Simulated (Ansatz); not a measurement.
# Depolarisation of Li on Pd(111): the Topping model put to the test

In Topping's model the dipole per adsorbate falls as μ = μ₀/(1 + 9αn^(3/2)), with n the density and α a polarisability, so 1/μ is a straight line in n^(3/2).

**Method.** Ansatz 0.2.0, plane waves with PAW datasets (its set soft_2), LDA; 4 layers at the tabulated experimental lattice constant with the lower two held, adsorbates relaxed from the hcp site, dipole correction. μ is the change of the cell's dipole per adsorbate, positive end outwards.

| run | n^(3/2) (nm⁻³) | 1/μ (1/D) |
| --- | --- | --- |
| 0.111 ML | 2.21 | 0.421 |
| 0.25 ML | 7.45 | ? |
| 1 ML | 59.62 | 2.705 |

**Question.** What value belongs in the row marked “?”, and how far can the other rows tell?

Two rows fix a line: slope = (2.705 − 0.421) / (59.62 − 2.21) = 0.03978, intercept 0.33320. The intercept gives μ₀ = 1/0.3332 = 3.00 D, and slope over intercept 9α = 0.119 nm³, or α = 13 Å³, an effective value that holds the metal's image. At 7.45 it gives 0.03978 × 7.45 + 0.33320 = 0.630 1/D. Rounding of the rows alone allows about ±0.001 1/D there; two rows can't show whether the line holds.

The run itself gives 0.524 1/D: a miss of −0.106 1/D, or 20.2 % of the value. In dipoles that is 1.59 D predicted against 1.91 D found. A miss this large means that the model doesn't hold over this range, and μ₀ and α above are fit values without physical meaning.

**Limits.** Heights and bonding change with coverage, which the model leaves out; its factor is about 9 for square and hexagonal arrays and differs for rectangular ones and rows; and slabs this thin add errors of their own. Other coverages were run too and are left out of this fit, which takes cells with one adsorbate each. The test is put only to electropositive adsorbates whose dipole falls by a fifth or more between the two rows shown.
